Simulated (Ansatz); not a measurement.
# LuBRh3 (Pm-3m): the cell at rest

Wanted: the relaxed cell of LuBRh3 (Pm-3m).

Method: DFT PBEsol, scalar-relativistic, plane waves, PAW; PAW set soft_1, in Ansatz 0.2.0.

### Step 1. The structure

The structure is cubic, space group Pm-3m (No. 221). Conventional cell: a = 4.120 Å, b = 4.120 Å, c = 4.120 Å, α = 90.00°, β = 90.00°, γ = 90.00°. Lu has 12 Rh at 2.91 Å and 8 B at 3.57 Å nearest. B has 6 Rh at 2.06 Å and 8 Lu at 3.57 Å nearest. Nearest to Rh lie 2 B at 2.06 Å and 8 Rh at 2.91 Å and 4 Lu at 2.91 Å. Farther neighbours are not listed.

### Step 2. A coarse first look

A quick single point on a coarse mesh tells whether the cell has a gap and how far it is from rest, which sets the k mesh and smearing that follow.

The input, input.yaml:

```yaml
crystal:
  lattice:
    - [4.12, 0.0, 0.0]
    - [0.0, 4.12, 0.0]
    - [0.0, 0.0, 4.12]
  atoms:
    - { symbol: Lu, position: [0.0, 0.0, 0.0] }
    - { symbol: B, position: [0.5, 0.5, 0.5] }
    - { symbol: Rh, position: [0.0, 0.5, 0.5] }
    - { symbol: Rh, position: [0.5, 0.0, 0.5] }
    - { symbol: Rh, position: [0.5, 0.5, 0.0] }
kpoints:
  mp_grid: { grid: [4, 4, 4] }
hamiltonian:
  xc: pbesol
  pseudopotentials: { kind: paw, azcp: { folder: soft_1 }, xc_functional: pbe }
scf:
  occupations: { method: gaussian, width: 0.1 }
output:
  forces: true
  stress: true
  eigenvalues: true
```

Launch:

```
ansatz run input.yaml --threads 4 --pin off --max-ram 10240MiB --backend cpu --events-out ev --progress --plain --runs-dir out
```

Numbers of over 12 decimals in the logs are rounded to 6 here.

The program printed:

```text
Engine: ansatz 0.2.0, aarch64-unknown-linux-gnu
Pseudopotentials: kind: paw
Pseudopotential: Lu, paw, valence charge 25, recommended cutoff 420 eV (normal), soft_1/Lu.paw.azcp
Pseudopotential: B, paw, valence charge 3, recommended cutoff 420 eV (normal), soft_1/B.paw.azcp
Pseudopotential: Rh, paw, valence charge 17, recommended cutoff 420 eV (normal), soft_1/Rh.paw.azcp
Functional definition: PBEsol
[...]
k-point 0: bands = [... 36 lower, 18.7621, 18.7621, 19.8210, 19.8218, 19.8218, 19.8218, 23.6036, 23.6036, ... 4 higher]
  k-point 1: bands = [... 36 lower, 18.2239, 18.8597, 19.3732, 19.8229, 21.0018, 21.0018, 23.3472, 24.1225, ... 4 higher]
  k-point 2: bands = [... 36 lower, 18.3147, 18.3147, 18.7493, 19.8240, 21.5100, 21.5100, 23.0580, 23.5089, ... 4 higher]
  k-point 9: bands = [... 36 lower, 19.6481, 19.6481, 19.6481, 20.7092, 20.7092, 20.7092, 21.9261, 21.9261, ... 4 higher]
[key lines of the parts left out:]
SCF converged after 11 iterations
Free energy (F): -33785.153313 eV
Fermi energy:    19.480784 eV
P = ⅓ Tr σ = 0.0715 GPa (0.715 kbar)
```

The job ended after 1.2 s (4 threads of Arm Neoverse V2, shared host; peak memory 0.36 GiB).

Numbers from this step:

| Property | Result |
| --- | --- |
| pressure | 0.07155 GPa |
| volume per atom | 13.99 Å³ |
| gap on the k-mesh | 0 eV |

The coarse mesh shows no gap and a pressure of 0.1 GPa.

### Step 3. Bringing the structure to rest

Harmonic phonons are second derivatives at a point where the forces vanish, and they are wanted at zero stress, so atoms and cell are relaxed first.

input.yaml: that of step 2 with these lines changed.

```diff
@@ -12,3 +12,3 @@
 kpoints:
-  mp_grid: { grid: [4, 4, 4] }
+  mp_grid: { grid: [10, 10, 10] }
 hamiltonian:
@@ -22 +22,10 @@
   eigenvalues: true
+  write_density: true
+  write_potential: true
+  elf: true
+  volumetric_format: npy
+relax:
+  adjacent_minimum: "off"
+  f_tol: 0.005
+  max_steps: 80
+  cell: { stress_tol: 0.05 }
```

The program printed:

```text
[...]
Crystal: 5 atoms, lattice volume = 69.935 Å³
Basis set: ecut = 420 eV, 1357 PW (Γ), exchange–correlation on 60×60×60 points (8 copies of the dense FFT grid, shifted against one another)
Bands: 48, of which v1, the nominal top of the filled ones, is band 40 counted from 1 (39 counted from 0)
Symmetry: 48 space group operations
[...]
k-points: 56 of 1000
[...]
SCF iter   1: F=—  HF=-33798.675906 eV  |F-HF|=—  |Δ(HF+E_count)|=         —  Δρ=2.81e-1  dr2=9.24e1  ethr=3.10e-3  ⟨swp⟩=5.7  Hψ=10881  notcnv=0
[...]
SCF iter  12: F=-33785.136209 eV  HF=-33785.136209 eV  |F-HF|=1.56e-9  |Δ(HF+E_count)|=   5.08e-9  Δρ=3.06e-6  dr2=5.98e-9  ethr=1.08e-10  ⟨swp⟩=7.7  Hψ=20335  notcnv=0
SCF 1 converged in 12 iterations: F = -33785.136209 eV  dr2 = 5.98e-9
[...]
relax step   1: F+E_penalty+E_count = -33785.13620871 eV  Δ(F+E_penalty+E_count) = +0.000e0 eV  max|allowed force component| = 2.762e-28 eV/Å  Δτ_max = 0.0000 Å  P = +0.122 GPa  Ω = 69.935 Å³  (12 SCF iters, dr2 threshold 1.00e-7 eV, accepted)
Crystal: 5 atoms, lattice volume = 69.991 Å³
[...]
iter 1 solved again at ethr=6.27e-8 eV; its pass at ethr=3.10e-3 eV (dr2=4.95e-5 eV) is discarded
[...]
SCF iter   6: F=-33785.136179 eV  HF=-33785.136179 eV  |F-HF|=1.32e-8  |Δ(HF+E_count)|=   6.92e-8  Δρ=2.71e-6  dr2=1.05e-8  ethr=4.69e-11  ⟨swp⟩=10.2  Hψ=25942  notcnv=0
SCF 2 converged in 6 iterations: F = -33785.136179 eV  dr2 = 1.05e-8
[...]
relax step   2: F+E_penalty+E_count = -33785.13617903 eV  Δ(F+E_penalty+E_count) = +2.968e-5 eV  max|allowed force component| = 1.509e-29 eV/Å  Δτ_max = 0.0000 Å  P = -0.049 GPa  Ω = 69.991 Å³  energy of the carried Pulay correction = -4.246e-5 eV  (6 SCF iters, dr2 threshold 3.70e-8 eV, accepted)
[...]
SCF iter   6: F=-33785.136242 eV  HF=-33785.136242 eV  |F-HF|=7.28e-12  |Δ(HF+E_count)|=  5.09e-11  Δρ=9.73e-8  dr2=7.89e-12  ethr=1.00e-12  ⟨swp⟩=8.8  Hψ=18776  notcnv=0
SCF 3 converged in 6 iterations: F = -33785.136242 eV  dr2 = 7.89e-12
relax step   3: F+E_penalty+E_count = -33785.13624224 eV  Δ(F+E_penalty+E_count) = -6.321e-5 eV  max|allowed force component| = 2.198e-29 eV/Å  Δτ_max = 0.0000 Å  P = -0.049 GPa  Ω = 69.991 Å³  stress off target by 4.86e-2 GPa  SCF on the basis re-selected at this cell (its energy is not comparable with the rows above)  (6 SCF iters)
basis re-selected at this cell: Δ(F+E_penalty+E_count) = -6.321e-5 eV, ΔP = +0.000 GPa vs the last step (what re-selecting the basis moved, of the pressure what is left beyond the Pulay correction that the steps carried, after the strain that the cell walked since its last selection, with what the two solves' SCF thresholds leave and, on support functions, any second-order correction that the steps lacked; it is no m [...]
SCF converged after 6 iterations
Free energy (F): -33785.136242 eV
[...]
Internal energy: -33785.118440 eV  (E = F + TS)
E sigma→0 (E₀):  -33785.127341 eV
Entropy (-TS):   -0.017802 eV (-3.560 meV/atom)
Fermi energy:    19.447145 eV
[...]
--- Stress (GPa, compression-positive) ---
       -0.048613       0.000000       0.000000
        0.000000      -0.048613       0.000000
        0.000000       0.000000      -0.048613
  P = ⅓ Tr σ = -0.0486 GPa (-0.486 kbar)
--- Band table (eV; the first three rows and the last of 56) ---
  k-point 0: bands = [... 36 lower, 18.7236, 18.7236, 19.7666, 19.7666, 19.7666, 19.7686, 23.5772, 23.5772, ... 4 higher]
  k-point 1: bands = [... 36 lower, 18.4076, 19.0194, 19.6941, 19.7668, 20.1185, 20.1185, 23.5321, 23.7217, ... 4 higher]
  k-point 2: bands = [... 36 lower, 18.1650, 18.9897, 19.4768, 19.7673, 20.6927, 20.6927, 23.4068, 24.0188, ... 4 higher]
  k-point 55: bands = [... 36 lower, 19.5948, 19.5948, 19.5948, 20.6923, 20.6923, 20.6923, 21.8861, 21.8861, ... 4 higher]
--- Relaxed structure (2 steps of the walk, 2 accepted, 1 SCFs on fresh bases) ---
  F+E_penalty+E_count = -33785.13624224 eV   max|allowed force component| = 2.198e-29 eV/Å   (the final SCF, on the basis selected at the relaxed cell)
  cell:  # Å, volume = 69.9911 Å³
    - [4.121110, 0, 0]
    - [0, 4.121110, 0.0]
    - [0, 0.0, 4.121110]
  atoms:
    - { symbol: Lu, position: [0, 0, 0] }
    - { symbol: B, position: [0.5, 0.5, 0.5] }
    - { symbol: Rh, position: [0, 0.5, 0.5] }
    - { symbol: Rh, position: [0.5, 0, 0.5] }
    - { symbol: Rh, position: [0.5, 0.5, 0] }
```

The job ended after 12 s (4 threads; peak memory 0.48 GiB; 45 s of CPU time).

Little changed from the start: no atom moved by 0.005 Å and no cell edge by 0.1 %.

This step gave:

| Quantity | Value |
| --- | --- |
| pressure | -0.04861 GPa |
| volume per atom | 14.00 Å³ |

Electrostatic potential energy in the ac plane at fractional y = 0.500, with atoms of B and Rh within 0.2 Å of it. With pseudopotentials it is smooth inside the atoms' cores, unlike the true potential.

Ten even steps from '0' (-59 eV) to '9' (23 eV), each cell a mean:
```
99996300148999
99997522358999
99999866789999
78999988899988
34789877899854
01478754588731
00378644478620
01478644578620
23689866789853
66899988899976
99999877789999
99998643479999
99996310148999
99996200037999
```
Columns run along a (4.1 Å; values clipped at the 3rd and 97th percentile), rows up along c (4.1 Å). Atoms in or near the plane, at fractional coordinates: B at (0.50, 0.50), Rh at (0.00, 0.50), Rh at (0.50, 0.00).

ELF in the ac plane at fractional y = 0.500, with atoms of B and Rh within 0.2 Å of it. It is the smooth field of the valence electrons, not physical close to the nuclei.

Values, 14 rows by 14 columns, each cell a mean:
```
0.26 0.27 0.27 0.24 0.39 0.57 0.70 0.73 0.66 0.53 0.30 0.24 0.28 0.27
0.26 0.28 0.29 0.25 0.28 0.43 0.61 0.65 0.55 0.39 0.24 0.26 0.29 0.28
0.24 0.25 0.28 0.29 0.24 0.26 0.37 0.40 0.32 0.25 0.26 0.29 0.26 0.24
0.33 0.28 0.23 0.28 0.34 0.35 0.38 0.39 0.37 0.35 0.33 0.26 0.24 0.30
0.58 0.50 0.31 0.25 0.45 0.58 0.57 0.55 0.58 0.56 0.35 0.25 0.39 0.53
0.69 0.65 0.46 0.30 0.47 0.57 0.32 0.23 0.43 0.58 0.37 0.32 0.55 0.66
0.75 0.72 0.56 0.36 0.49 0.50 0.08 0.00 0.23 0.55 0.39 0.40 0.65 0.73
0.73 0.69 0.52 0.33 0.48 0.54 0.18 0.08 0.32 0.57 0.38 0.37 0.61 0.70
0.61 0.55 0.35 0.26 0.46 0.59 0.54 0.50 0.57 0.58 0.35 0.26 0.43 0.57
0.43 0.36 0.24 0.26 0.40 0.46 0.48 0.49 0.47 0.45 0.34 0.24 0.28 0.39
0.24 0.24 0.26 0.29 0.26 0.26 0.33 0.36 0.30 0.25 0.28 0.29 0.25 0.24
0.25 0.27 0.29 0.26 0.24 0.35 0.52 0.56 0.46 0.31 0.23 0.28 0.29 0.27
0.26 0.28 0.27 0.24 0.36 0.55 0.69 0.72 0.65 0.50 0.28 0.25 0.28 0.27
0.25 0.26 0.25 0.24 0.43 0.61 0.73 0.75 0.69 0.58 0.33 0.24 0.26 0.26
```
Columns run along a (4.1 Å), rows up along c (4.1 Å). Atoms in or near the plane, at fractional coordinates: B at (0.50, 0.50), Rh at (0.00, 0.50), Rh at (0.50, 0.00).

Valence density in the ac plane at fractional y = 0.500, with atoms of B and Rh within 0.2 Å of it. It is the smooth field of the valence electrons, not physical close to the nuclei.

Values in e/Å³, 14 rows by 14 columns, each cell a mean:
```
 0  0  0  0  1  5 10 11  8  4  1  0  0  0
 0  0  0  0  1  2  5  6  4  2  1  0  0  0
 0  0  0  0  0  1  1  2  1  1  0  0  0  0
 1  1  0  0  0  0  1  1  1  0  0  0  1  1
 4  3  1  1  0  1  1  1  1  1  0  1  2  4
 9  7  3  1  1  1  1  1  1  1  1  1  4  8
13 10  4  1  1  1  1  0  1  1  1  2  6 11
12  9  3  1  1  1  1  1  1  1  1  1  5 10
 6  4  1  1  0  1  1  1  1  1  0  1  2  5
 2  1  1  0  0  0  1  1  1  0  0  0  1  1
 0  0  0  0  0  1  1  1  1  1  0  0  0  0
 0  0  0  0  1  1  3  4  3  1  0  0  0  0
 0  0  0  0  1  4  9 10  7  3  1  0  0  0
 0  0  0  0  2  6 12 13  9  4  1  0  0  0
```
Columns run along a (4.1 Å), rows up along c (4.1 Å). Atoms in or near the plane, at fractional coordinates: B at (0.50, 0.50), Rh at (0.00, 0.50), Rh at (0.50, 0.00).

In this step the volume went from 13.99 to 14.00 Å³/atom.

### Step 4. Tight relaxation

Phonons need a cell at rest on their own settings, so the relaxation is repeated with tight tolerances on forces and stress on the k mesh and occupations of the first response run.

input.yaml, the sections that differ from step 3:

```yaml
crystal:
  lattice:
    - [4.1211099879, 0.0, 0.0]
    - [0.0, 4.1211099879, 0.0]
    - [0.0, 0.0, 4.1211099879]
  atoms:
    - { symbol: Lu, position: [0.0, 0.0, 0.0] }
    - { symbol: B, position: [0.5, 0.5, 0.5] }
    - { symbol: Rh, position: [0.0, 0.5, 0.5] }
    - { symbol: Rh, position: [0.5, 0.0, 0.5] }
    - { symbol: Rh, position: [0.5, 0.5, 0.0] }
kpoints:
  mp_grid: { grid: [12, 12, 12] }
scf:
  occupations: { method: methfessel_paxton, width: 0.2 }
relax:
  adjacent_minimum: "off"
  f_tol: 0.001
  max_steps: 60
  cell: { stress_tol: 0.01 }
# hamiltonian, output: as in step 3
```

The program printed:

```text
[...]
Crystal: 5 atoms, lattice volume = 69.991 Å³
Basis set: ecut = 420 eV, 1357 PW (Γ), exchange–correlation on 60×60×60 points (8 copies of the dense FFT grid, shifted against one another)
Bands: 48, of which v1, the nominal top of the filled ones, is band 40 counted from 1 (39 counted from 0)
[... 1 set-up line as in the run before ...]
[...]
k-points: 84 of 1728
[...]
--- Relaxed structure (3 steps of the walk, 3 accepted, 1 SCFs on fresh bases) ---
[...]
cell:  # Å, volume = 69.9713 Å³
    - [4.120722, 0, 0.0]
    - [0, 4.120722, 0.0]
    - [0.0, 0.0, 4.120722]
  atoms:
    - { symbol: Lu, position: [0, 0, 0] }
    - { symbol: B, position: [0.5, 0.5, 0.5] }
    - { symbol: Rh, position: [0, 0.5, 0.5] }
    - { symbol: Rh, position: [0.5, 0, 0.5] }
    - { symbol: Rh, position: [0.5, 0.5, 0] }
[key lines of the parts left out:]
SCF converged after 5 iterations
Free energy (F): -33785.129060 eV
Fermi energy:    19.453346 eV
P = ⅓ Tr σ = -0.0002 GPa (-0.002 kbar)
```

Run time: 20 s. Hardware: 4 threads; peak memory 0.53 GiB.

Little changed from the start: no atom moved by 0.005 Å and no cell edge by 0.1 %.

Numbers from this step:

| Quantity | Value |
| --- | --- |
| pressure | -1.72e-4 GPa |
| volume per atom | 13.99 Å³ |

Valence density in the ac plane at fractional y = 0.500, with atoms of B and Rh within 0.2 Å of it. It is the smooth field of the valence electrons, not physical close to the nuclei.

Ten even steps from '0' (0 e/Å³) to '9' (13 e/Å³), each cell a mean:
```
00001378520000
00000134310000
00000001000000
00000000000000
32000000000012
65100000000035
97200000000148
86200000000037
42000000000013
10000000000001
00000000000000
00000022100000
00000267520000
00001489630000
```
Columns run along a (4.1 Å), rows up along c (4.1 Å). Atoms in or near the plane, at fractional coordinates: B at (0.50, 0.50), Rh at (0.00, 0.50), Rh at (0.50, 0.00).

ELF in the ac plane at fractional y = 0.500, with atoms of B and Rh within 0.2 Å of it. It is the smooth field of the valence electrons, not physical close to the nuclei.

Ten even steps from '0' (0.00) to '9' (0.75), each cell a mean:
```
33335799873333
33333588753333
33333345433333
43334455444333
76435777774357
98636742574478
99746600275589
99646720475489
87436776774357
54335666654335
33333344333333
33333467643333
33334799863333
33335899974333
```
Columns run along a (4.1 Å), rows up along c (4.1 Å). Atoms in or near the plane, at fractional coordinates: B at (0.50, 0.50), Rh at (0.00, 0.50), Rh at (0.50, 0.00).

Electrostatic potential energy in the ac plane at fractional y = 0.500, with atoms of B and Rh within 0.2 Å of it. With pseudopotentials it is smooth inside the atoms' cores, unlike the true potential.

Ten even steps from '_' (-59 eV) to '@' (23 eV), each cell a mean:
```
@@@@@@@@**--____..==%%@@@@@@
@@@@@@@@##++::::--++%%@@@@@@
@@@@@@@@@@%%****##%%@@@@@@@@
##%%@@@@@@@@%%%%%%@@@@@@%%%%
--==##%%@@%%####%%@@@@%%++==
__..==##%%##++==++%%%%##--..
____--##%%**======##%%**::__
__..==##%%**====++##%%**::__
::--**%%@@%%****##%%@@%%++--
****%%@@@@@@%%%%%%@@@@@@##**
@@@@@@@@@@%%######%%@@@@@@@@
@@@@@@@@%%**==--==##@@@@@@@@
@@@@@@@@**--..__..==%%@@@@@@
@@@@@@@@**::______--##@@@@@@
```
Columns run along a (4.1 Å; values clipped at the 3rd and 97th percentile), rows up along c (4.1 Å). Atoms in or near the plane, at fractional coordinates: B at (0.50, 0.50), Rh at (0.00, 0.50), Rh at (0.50, 0.00).

The forces vanish by symmetry and the pressure is 0.000 GPa, within the tolerances set. The cell now holds 13.99 Å³/atom.

### Step 5. Outcome

```
space group after relaxation (within 0.01 Å) : Pm-3m
lattice constant a                           : 4.121 Å
lattice constant b                           : 4.121 Å
lattice constant c                           : 4.121 Å
volume per atom                              : 14.0 Å³
```

**Reading.** The forces vanish by symmetry and the pressure is 0.000 GPa, within the tolerances set. The cell now holds 13.99 Å³/atom. The relaxation keeps the symmetry of its start, so it says nothing on stability against lower symmetry. The runs are without spin polarisation, although the cell has an odd electron count. Spin-orbit coupling is left out, which can matter for the heavy elements here. The PAW files were made for PBE and serve the other functionals too.

[Logs are printed without paths, hosts, clocks, repeated set-up lines and the standing remarks that a program may print on its own settings, such as how far it seeks lower states.]

[Hosts, paths, dates, database ids (printed as entryN), source tags and the programs' standing remarks are cut or masked in the printed files.]
